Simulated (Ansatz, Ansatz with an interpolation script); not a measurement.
Rows from a G0W0 calculation on Ca3P2O8 (Tuite) (Ansatz 0.2.0; G0W0 on LDA, plane waves, PAW; PAW set soft_1; 4×4×4 mesh, 619 empty bands, screening to 150 eV, PAW set soft_1 files), in eV. Spin-orbit coupling is left out.

| row | k | band | start | Σx | Σc at the solution | Vxc |
| --- | --- | --- | --- | --- | --- | --- |
| A | (-0.500, -0.500, -0.500) | c1 | 12.288 | -7.843 | -4.802 | -14.862 |
| B | Γ | v2 | 6.464 | -26.128 | 4.203 | -20.792 |
| C | (-0.500, -0.500, -0.500) | v1 | 6.836 | -26.494 | 4.323 | -21.036 |
| D | Γ | c1 | 12.248 | -7.602 | -4.282 | -13.464 |
| E | Γ | v1 | 6.757 | -26.477 | 4.189 | -21.193 |
| F | Γ | c2 | 12.572 | -8.116 | -4.897 | -15.317 |

Q: Give the quasiparticle energies and the shift of each level.

The quasiparticle equation reads E = start + Σx + Σc(E) − Vxc.

| row | E (eV) | shift (eV) |
| --- | --- | --- |
| A | 14.505 | +2.216 |
| B | 5.330 | −1.133 |
| C | 5.701 | −1.134 |
| D | 13.828 | +1.580 |
| E | 5.662 | −1.095 |
| F | 14.874 | +2.303 |

Limits: not at the basis limit.

[Runs of the session that timed out or met a known fault of the program may be left out.]

[Hosts, paths, dates, database ids (printed as entryN), source tags and the programs' standing remarks are cut or masked in the printed files.]
